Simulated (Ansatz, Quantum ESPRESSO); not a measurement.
# Complex bands of SiC, zinc blende type, lattice constant set to 4.142 Å, part 4 of 4

How good a tunnel barrier is SiC, zinc blende type, lattice constant set to 4.142 Å?

Quantum ESPRESSO 7.5; plane-wave DFT, LDA, GBRV ultrasoft pseudopotentials; cross-check by Ansatz 0.2.0 with PAW datasets.

So far. Step 2 (Ground state): The run needed 10 iterations to bring the estimated error under 1e-09 Ry.

## 5. Cross-check with Ansatz

A second code with its own PAW datasets, on the same atoms.

Level of this step: plane-wave DFT, LDA, Ansatz PAW (Ansatz 0.2.0).

Contents of input.yaml:

```yaml
crystal:
  lattice:
    - [2.9288362877, 0.0, 0.0]
    - [0.0, 2.9288362877, 0.0]
    - [0.0, 0.0, 4.142]
  atoms:
    - { symbol: Si, position: [0.0, 0.0, 0.0] }
    - { symbol: C, position: [0.5, 0.0, 0.25] }
    - { symbol: Si, position: [0.5, 0.5, 0.5] }
    - { symbol: C, position: [0.0, 0.5, 0.75] }
kpoints:
  mp_grid: { grid: [8, 8, 6] }
hamiltonian:
  xc: lda
scf:
  occupations: { method: fixed }
  convergence: { dr2_threshold: 1.0e-09 }
output:
  transmission:
    leads: [[0, 0]]
    kpoints: [[0, 0], [0.5, 0], [0.5, 0.5], [0.25, 0]]
    e_range: [-2.04, 4.93]
    de: 0.17
```

Run with:

```console
> ansatz run input.yaml --threads 2 --pin off --max-ram 4096MiB --backend cpu --events-out ev --progress --plain --runs-dir out
```

Numbers of over 12 decimals in the logs are rounded to 6 here.

What it wrote:

```text
Engine: ansatz 0.2.0, x86_64-unknown-linux-gnu
Pseudopotentials: kind: paw
Pseudopotential: Si, paw, valence charge 4, recommended cutoff 420 eV (normal), Si.paw.azcp
Pseudopotential: C, paw, valence charge 4, recommended cutoff 420 eV (normal), C.paw.azcp
Functional definition: SPW92
  exchange = slater_x
  correlation = pw_c
Crystal: 4 atoms, lattice volume = 35.530 Å³
Basis set: ecut = 420 eV, 673 PW (Γ)
Bands: 12, of which v1, the nominal top of the filled ones, is band 8 counted from 1 (7 counted from 0)
Symmetry: 16 space group operations
Space group: F-43m (ITA 216), of the structure as read, at distance tolerance 3.3e-5 Å
k-points: 60 of 384 (time reversal used)
Non-local potential: Si, projectors of the file, l = 0: 2, l = 1: 2, l = 2: 2
Non-local potential: C, projectors of the file, l = 0: 2, l = 1: 2, l = 2: 1
PAW form: soft (Blöchl's): semilocal exchange-correlation on the pseudo side does not see the compensation charge
PAW frozen core: Si, regenerated for the run's functional, and the local potential with it (the file was generated under x = pbe(κ = 0.804, μ = 0.219515), c = pbe(β = 0.066725))
PAW frozen core: C, regenerated for the run's functional, and the local potential with it (the file was generated under x = pbe(κ = 0.804, μ = 0.219515), c = pbe(β = 0.066725))
PAW one-centre angular grid: Si, 110 points (default); XC on 64 Gauss nodes
PAW one-centre angular grid: C, 110 points (default); XC on 64 Gauss nodes
Initial density: superposition of atomic densities (neutral atoms: chi_scale 0, normalization atom), corrected by the library's trained network
Initial wavefunctions: pseudopotential atomic-orbital guess
Functional: x = slater, c = lda
SCF iter   1: F=—  HF=-1703.851411 eV  |F-HF|=—  |Δ(HF+E_count)|=         —  Δρ=7.12e-3  dr2=1.25e-2  ethr=1.77e-3  ⟨swp⟩=4.1  Hψ=4126  notcnv=0  defer=117
preconditioner: auto → none  [insulator: Δε(μ)=1.135 eV  Ē_g=13.003 eV  n_scr=6 (ndim 8)  ℏωp=24.9 eV  f_vac=0.000  ε∞_Penn≈4.7]
SCF iter   2: F=—  HF=-1703.847957 eV  |F-HF|=—  |Δ(HF+E_count)|=   3.45e-3  Δρ=3.20e-3  dr2=1.37e-3  ethr=7.79e-5  ⟨swp⟩=3.0  Hψ=1745  notcnv=0  defer=120
SCF iter   3: F=—  HF=-1703.847593 eV  |F-HF|=—  |Δ(HF+E_count)|=   3.64e-4  Δρ=1.19e-3  dr2=2.13e-4  ethr=8.57e-6  ⟨swp⟩=2.9  Hψ=1251  notcnv=0  defer=118
SCF iter   4: F=—  HF=-1703.847536 eV  |F-HF|=—  |Δ(HF+E_count)|=   5.70e-5  Δρ=6.16e-5  dr2=7.88e-7  ethr=1.33e-6  ⟨swp⟩=1.7  Hψ=958  notcnv=0  defer=12
SCF iter   5: F=—  HF=-1703.847537 eV  |F-HF|=—  |Δ(HF+E_count)|=   1.03e-6  Δρ=7.02e-6  dr2=1.03e-8  ethr=4.92e-9  ⟨swp⟩=2.5  Hψ=1194  notcnv=0
SCF iter   6: F=-1703.847537 eV  HF=-1703.847537 eV  |F-HF|=2.57e-11  |Δ(HF+E_count)|=   2.36e-9  Δρ=1.39e-6  dr2=2.65e-10  ethr=6.25e-12  ⟨swp⟩=4.4  Hψ=2767  notcnv=0
SCF 1 converged in 6 iterations: F = -1703.847537 eV  dr2 = 2.65e-10
  greatest PAW one-centre occupation: 0.660 electrons in one spin orbital (limit 2), on the C atom at site 3 (counted from 0), in its partial waves of l = 0
transmission: 6 of 24 steps passed
transmission: 12 of 24 steps passed
transmission: 18 of 24 steps passed
transmission: 24 of 24 steps passed
SCF converged after 6 iterations
Free energy (F): -1703.847537 eV
Harris-Foulkes:  -1703.847537 eV  (|F-HF|=2.57e-11)
Internal energy: -1703.847537 eV  (E = F + TS)
E sigma→0 (E₀):  -1703.847537 eV
Fermi energy:    11.266494 eV
--- Per-component energies (eV) ---
  E_band       = 79.945732
  E_kinetic    = 289.108708
  E_local      = -194.414362  (includes V_loc(G=0)·N_el)
  E_nonlocal   = 112.688870
  E_hartree    = 60.729628
  E_xc         = -215.283598
  E_vxc        = -226.159902  (∫ρ·V_xc dr)
  E_paw        = -1157.701365  (= ΣΔE_a)
  E_vpaw       = -22.736775  (= ΣTr[D̂ρ^β])
  E_aug_tail   = 0.000035  (compensation charges beyond the density's cutoff)
  E_ewald      = -599.269780
  E_core_change = 0.294326  (= ΣΔE_core)
  E_smearing   = -0.000000  (= −TS)
  E_closure    = -0.000000  (closes the sum)
  Σ components = -1703.847537   (vs F -1703.847537, Δ=0.00e0)
--- Band table (eV; the first three rows and the last of 60) ---
  k-point 0: bands = [... 4 lower, 7.7800, 11.2664, 11.2665, 11.2665, 12.4409, 16.0338, 19.3530, 19.5943]
  k-point 1: bands = [... 4 lower, 7.9419, 10.7700, 10.8969, 10.8969, 12.8196, 16.2608, 18.9342, 19.9042]
  k-point 2: bands = [... 4 lower, 8.4148, 9.5615, 10.0586, 10.0586, 13.9600, 16.9518, 17.5774, 19.7935]
  k-point 59: bands = [... 4 lower, 5.5234, 5.5234, 5.9531, 5.9531, 16.6332, 16.6332, 21.6324, 21.6324]
--- Transmission ---
  basis      : 69 plane waves across, 6 finite elements along
  points     : 4, as listed
  energies   : 42 from -2.040000 to 4.930000 eV about the Fermi level, 0.170000 eV apart; the leads are filled to 0.587194 eV, and channels, transmission and decay are at 0.510000 eV
  crystal 0  : C2Si2, at the sites [0, 0], period 4.1420 Å: whole cells are its period
    offset         : up to 0.0000 Å between an atom of the period and one for which it stands
    channels       : 0.000000e0 a spin
    conductance    : none, the energies end too early or step too widely for 300 K: set another output.transmission.e_range or a lower de, or, where they end at an eighth of basis.ecutwfc, a higher one
    slowest decay  : 0.1829 /Å at (0.5000, 0.5000)
```

Run time: 3.5 s. Hardware: 2 threads of AMD EPYC 7R13 (Zen 3), shared host; peak memory 0.38 GiB.

This step gave:

| Item | Value |
| --- | --- |
| free energy | -1703.8475 eV |
| gap by band count | 1.174 eV |
| symmetry operations | 16 |
| slowest decay at the grid energy nearest mid-gap | 0.1829 Å⁻¹ |
| peak of the smallest κ at the zone centre | 0.2713 Å⁻¹ |
| peak of the smallest κ at (1/4, 0) | 0.4305 Å⁻¹ |
| valence top, on the run's zero | 11.27 eV |

K across = (0, 0) in the cell's reciprocal vectors; values within 0.0025 1/Å of each other count once, columns are sorted by size at each energy, a dash where no further value was kept. The Im kz of the slowest decaying states by energy, zero at the highest filled level of the SCF mesh:

| energy (eV) | decay 1 (Å⁻¹) | decay 2 (Å⁻¹) | decay 3 (Å⁻¹) |
| --- | --- | --- | --- |
| -2.04 | 0.784 | 1.37 | - |
| -1.87 | 0.759 | 1.35 | - |
| -1.53 | 0.709 | 1.32 | - |
| -1.36 | 0.684 | 1.30 | - |
| -1.02 | 0.631 | 1.27 | - |
| -0.85 | 0.604 | 1.25 | - |
| -0.68 | 0.576 | 1.23 | - |
| -0.34 | 0.517 | 1.19 | - |
| -0.17 | 0.486 | 1.17 | - |
| 0.00 | 0.0115 | 0.453 | 1.15 |
| 0.17 | 0.142 | 0.162 | 0.418 |
| 0.34 | 0.197 | 0.224 | 0.380 |
| 0.68 | 0.271 | 0.291 | 0.305 |
| 0.85 | 0.235 | 0.299 | 0.335 |
| 1.02 | 0.162 | 0.323 | 0.360 |
| 1.36 | 0.362 | 0.401 | 0.980 |
| 1.53 | 0.378 | 0.417 | 0.955 |
| 1.87 | 0.405 | 0.444 | 0.905 |
| 2.04 | 0.417 | 0.455 | 0.878 |
| 2.21 | 0.427 | 0.464 | 0.851 |
| 2.55 | 0.443 | 0.480 | 0.793 |
| 2.72 | 0.450 | 0.486 | 0.762 |
| 3.06 | 0.460 | 0.495 | 0.696 |
| 3.23 | 0.464 | 0.498 | 0.661 |
| 3.57 | 0.469 | 0.501 | 0.583 |
| 3.74 | 0.470 | 0.502 | 0.540 |
| 3.91 | 0.470 | 0.493 | 0.502 |
| 4.25 | 0.383 | 0.469 | 0.499 |
| 4.42 | 0.314 | 0.467 | 0.496 |
| 4.76 | 0.0445 | 0.461 | 0.489 |
| 4.93 | 0.457 | 0.484 | - |

K across = (0, 0) in the cell's reciprocal vectors. Re kz of states that move upwards against energy, zero at the highest filled level of the SCF mesh:

```csv
energy (eV),channel 1 (Å⁻¹),channel 2 (Å⁻¹),channel 3 (Å⁻¹)
-2.04,-0.737,-0.737,-0.563
-1.70,-0.640,-0.640,-0.505
-1.36,-0.547,-0.547,-0.442
-1.02,-0.454,-0.454,-0.375
-0.68,-0.355,-0.355,-0.299
-0.34,-0.241,-0.241,-0.207
0.00,-,-,-
0.34,-,-,-
0.68,-,-,-
1.02,-,-,-
1.36,0.177,-,-
1.53,0.245,-,-
1.87,0.342,-,-
2.21,0.417,-,-
2.55,0.481,-,-
2.89,0.538,-,-
3.23,0.590,-,-
3.57,0.639,-,-
3.91,0.685,-,-
4.25,0.731,-,-
4.59,-0.742,-,-
4.93,-0.698,0.214,-
```

K across = (1/2, 0) in the cell's reciprocal vectors; values within 0.0025 1/Å of each other count once, columns are sorted by size at each energy, a dash where no further value was kept. The Im kz of the slowest decaying states by energy, zero at the highest filled level of the SCF mesh:

```csv
energy (eV),decay 1 (Å⁻¹),decay 2 (Å⁻¹),decay 3 (Å⁻¹)
-2.04,0.824,-,-
-1.87,0.759,1.49,-
-1.53,0.575,1.45,-
-1.36,0.407,1.43,-
-1.02,0.0716,0.283,1.40
-0.85,0.136,0.478,1.38
-0.68,0.177,0.573,1.36
-0.34,0.236,0.676,1.32
-0.17,0.259,0.708,1.30
0.00,0.279,0.732,1.28
0.17,0.297,0.752,1.26
0.34,0.313,0.766,1.24
0.68,0.341,0.787,1.20
0.85,0.352,0.794,1.18
1.02,0.363,0.799,1.16
1.36,0.382,0.804,1.12
1.53,0.390,0.804,1.09
1.87,0.404,0.801,1.05
2.04,0.410,0.799,1.02
2.21,0.415,0.795,0.999
2.55,0.424,0.785,0.949
2.72,0.427,0.779,0.923
3.06,0.431,0.765,0.870
3.23,0.431,0.757,0.842
3.57,0.431,0.738,0.785
3.74,0.430,0.728,0.755
3.91,0.427,0.717,0.724
4.25,0.420,0.659,0.693
4.42,0.416,0.625,0.680
4.76,0.402,0.550,0.652
4.93,0.394,0.508,0.637
```

K across = (1/2, 1/2) in the cell's reciprocal vectors; values within 0.0025 1/Å of each other count once, columns are sorted by size at each energy, a dash where no further value was kept. Table of Im kz of the slowest decaying states by energy, zero at the highest filled level of the SCF mesh:

```
energy (eV)  decay 1 (Å⁻¹)  decay 2 (Å⁻¹)
      -2.04          0.268          0.335
      -1.87          0.273          0.347
      -1.53          0.279          0.367
      -1.36          0.279          0.376
      -1.02          0.275          0.389
      -0.85          0.272          0.394
      -0.68          0.266          0.398
      -0.34          0.252          0.403
      -0.17          0.242          0.405
       0.00          0.231          0.406
       0.17          0.217          0.406
       0.34          0.202          0.406
       0.68          0.160          0.403
       0.85          0.132          0.401
       1.02         0.0923          0.398
       1.36          0.390              -
       1.53          0.385              -
       1.87          0.373              -
       2.04          0.367              -
       2.21          0.359              -
       2.55          0.341              -
       2.72          0.331              -
       3.06          0.309              -
       3.23          0.296              -
       3.57          0.265              -
       3.74          0.248              -
       3.91          0.228              -
       4.25          0.180              -
       4.42          0.149              -
       4.76         0.0213              -
       4.93              -              -
```

K across = (1/4, 0) in the cell's reciprocal vectors; values within 0.0025 1/Å of each other count once, columns are sorted by size at each energy, a dash where no further value was kept. Im kz of the slowest decaying states against energy, zero at the highest filled level of the SCF mesh:

| energy (eV) | decay 1 (Å⁻¹) | decay 2 (Å⁻¹) | decay 3 (Å⁻¹) |
| --- | --- | --- | --- |
| -2.04 | 0.0951 | 1.15 | - |
| -1.87 | 0.0822 | 1.12 | - |
| -1.70 | 0.0499 | 1.10 | - |
| -1.53 | 1.08 | - | - |
| -1.36 | 1.06 | - | - |
| -1.02 | 1.01 | - | - |
| -0.85 | 0.988 | - | - |
| -0.68 | 0.964 | - | - |
| -0.51 | 0.0966 | 0.940 | - |
| -0.34 | 0.161 | 0.915 | 1.49 |
| -0.17 | 0.204 | 0.889 | 1.48 |
| 0.00 | 0.182 | 0.237 | 0.864 |
| 0.17 | 0.265 | 0.273 | 0.837 |
| 0.34 | 0.290 | 0.336 | 0.810 |
| 0.68 | 0.330 | 0.430 | 0.755 |
| 0.85 | 0.346 | 0.466 | 0.726 |
| 1.02 | 0.361 | 0.499 | 0.697 |
| 1.19 | 0.375 | 0.528 | 0.666 |
| 1.36 | 0.387 | 0.555 | 0.635 |
| 1.53 | 0.398 | 0.579 | 0.602 |
| 1.70 | 0.407 | 0.569 | 0.602 |
| 1.87 | 0.416 | 0.533 | 0.623 |
| 2.04 | 0.424 | 0.495 | 0.644 |
| 2.21 | 0.431 | 0.455 | 0.664 |
| 2.55 | 0.364 | 0.441 | 0.703 |
| 2.72 | 0.310 | 0.445 | 0.723 |
| 2.89 | 0.245 | 0.449 | 0.744 |
| 3.06 | 0.155 | 0.451 | 0.769 |
| 3.23 | 0.453 | 0.800 | 0.981 |
| 3.40 | 0.454 | 0.867 | 0.900 |
| 3.57 | 0.454 | 0.875 | 1.33 |
| 3.74 | 0.453 | 0.867 | 1.31 |
| 3.91 | 0.452 | 0.858 | 1.29 |
| 4.25 | 0.447 | 0.838 | 1.25 |
| 4.42 | 0.443 | 0.827 | 1.22 |
| 4.59 | 0.438 | 0.816 | 1.20 |
| 4.76 | 0.433 | 0.804 | 1.18 |
| 4.93 | 0.426 | 0.792 | 1.16 |

## 6. A check by hand

T falls as exp(−2κd). With κ = 0.173 1/Å, 10 Å of barrier pass exp(−2 × 0.173 × 10) = 0.032 of that channel, interfaces aside.

## 7. What came out

```yaml
gap_on_the_scf_mesh: 1.18 eV
smallest_kappa_at_mid_gap_among_the_four_k_points_at_1_over_2_1_over_2: 0.173 Å⁻¹
peak_of_the_smallest_kappa_in_the_stop_band_at_the_zone_centre: 0.272 Å⁻¹
peak_of_the_smallest_kappa_in_the_stop_band_at_1_over_4_0: 0.431 Å⁻¹
energy_of_the_peak_at_the_zone_centre_over_the_highest_filled_level: 0.68 eV
peak_at_the_zone_centre_by_ansatz: 0.271 Å⁻¹
```

In words: With a gap of 1.18 eV on the mesh, the smallest κ at mid-gap among the four k points, at (1/2, 1/2) is 0.173 Å⁻¹ (LDA, GBRV ultrasoft). For a barrier with the Fermi level at mid-gap the slowest state found, at (1/2, 1/2), loses a factor of ten in probability every 6.7 Å or so. Stop bands away from the zone centre are mostly wider than the gap, so their peaks can lie above the conduction bottom. The X valleys along [100] and [010] project onto (1/2, 1/2) in this cell. At the zone centre pwcond's peak is 0.272 and Ansatz's 0.271 1/Å, 0 % apart. The cell is the a/√2 one, turned by 45°, with two primitive cells, so X along [001] folds onto kz = 0. A semilocal gap is too small, often by a third to a half and by more in narrow-gap crystals, so real barriers decay faster.

[Logs are printed without paths, hosts, clocks, repeated set-up lines and the standing remarks that a program may print on its own settings, such as how far it seeks lower states.]

[Hosts, paths, dates, database ids (printed as entryN), source tags and the programs' standing remarks are cut or masked in the printed files.]

[Maps of the electrostatic potential energy from Ansatz leave out the sawtooth potential of an applied field or a dipole correction, so their vacuum need not be flat; planar profiles and work functions include it.]
